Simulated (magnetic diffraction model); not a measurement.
## Which magnetic order? Zn₃CrC₃

Space group P6_3/m (no. 176), a = 7.0870 Å, c = 4.8960 Å.

```csv
site,atom,x,y,z
6h,Zn,0.3582,0.2760,1/4
2c,Cr,1/3,2/3,1/4
6h,C,0.4307,0.3211,3/4
```

The compound is invented for this exercise: a known structure type with other elements, its cell scaled to their sizes and not relaxed.

Only Cr is taken to order (form factors of Cr2+); orders and moment sizes are assumed, and not adapted to the symmetry. Radiation: neutrons of λ = 1.594 Å, 8° to 50°; isotropic B of 0.43 Å² (Zn), 0.4 Å² (Cr) and 0.62 Å² (C). The intensities are simulated: I ∝ L Σ (|F_N|² + |F_M⊥|²) for unpolarised neutrons, with F_M = 2.695 fm/μB × Σ f(s) S exp(2πi Q·r) exp(−B s²) at Q = H ± k (one set where k and −k are equivalent), only the part normal to Q counting and L = 1/(sin²θ cos θ). For collinear order S is the moment m, which repeats by lattice and centring translations R with the sign exp(−2πi k·R). Form factors are spin-only for 3d ions and dipole or tabulated for f ions, scattering lengths are Sears's of 1992, and absorption is left out. A label names one of the reflections at its angle. The strongest nuclear line in the range is 100, and lines under 0.2 are left out.

Above the ordering temperature:

```tsv
2θ (°)	index	I
14.92	(1 0 0)	19.3
24.04	(1 0 1)	24.5
26.00	(1 1 0)	16.6
30.11	(2 0 0)	3.1
35.70	(2 0 1)	7.7
38.00	(0 0 2)	64.7
40.19	(2 1 0)	100.0
41.04	(1 0 2)	5.4
44.69	(2 1 1)	21.4
45.86	(3 0 0)	14.3
46.62	(1 1 2)	10.8
49.22	(2 0 2)	2.5
```

Below it (cell unchanged):

```
2θ (°)      I
 14.92   22.0
 24.04   32.4
 26.00   19.2
 30.11    3.5
 35.70    9.6
 38.00   65.2
 40.19  100.3
 41.04    5.9
 44.69   22.8
 45.86   14.6
 46.62   12.0
 49.22    2.7
```

**Question.** Find the propagation vector, then choose among these models:
A. collinear moments along [100], 2.19 μB on Cr; signs + at (1/3, 2/3, 1/4), − at (2/3, 1/3, 3/4)
B. collinear moments along [100], 2.19 μB on Cr; signs + at (1/3, 2/3, 1/4), + at (2/3, 1/3, 3/4)
C. collinear moments along [001], 2.19 μB on Cr; signs + at (1/3, 2/3, 1/4), − at (2/3, 1/3, 3/4)
D. collinear moments along [001], 2.19 μB on Cr; signs + at (1/3, 2/3, 1/4), + at (2/3, 1/3, 3/4)

No line moves, and magnetic intensity falls on nuclear lines such as the one at 24.04°, so the magnetic cell equals the chemical primitive cell: k = 0.

Magnetic intensity, observed (below minus above) and for each model:

| 2θ (°) | index | observed | A | B | C | D |
| --- | --- | --- | --- | --- | --- | --- |
| 14.92 | (1 0 0) | 2.7 | 8.1 | 2.7 | 16.2 | 5.4 |
| 18.74 | (0 0 1) | <0.2 | 4.2 | <0.2 | <0.2 | <0.2 |
| 24.04 | (1 0 1) | 7.9 | 2.6 | 7.9 | 1.3 | 3.8 |
| 26.00 | (1 1 0) | 2.6 | <0.2 | 2.6 | <0.2 | 5.2 |
| 30.11 | (2 0 0) | 0.4 | 1.3 | 0.4 | 2.5 | 0.8 |
| 32.24 | (1 1 1) | <0.2 | 3.6 | <0.2 | 3.6 | <0.2 |
| 40.19 | (2 1 0) | 0.3 | 0.9 | 0.3 | 1.9 | 0.6 |
| 41.04 | (1 0 2) | 0.5 | 1.6 | 0.5 | 0.2 | 0.1 |

Model B matches.

The absence at (0 0 1) is telling: the sublattices cancel there.

The structure used: k = (0 0 0), collinear moments along [100], 2.19 μB on Cr; signs + at (1/3, 2/3, 1/4), + at (2/3, 1/3, 3/4).

[Logs are printed without paths, hosts, clocks, repeated set-up lines and the standing remarks that a program may print on its own settings, such as how far it seeks lower states.]
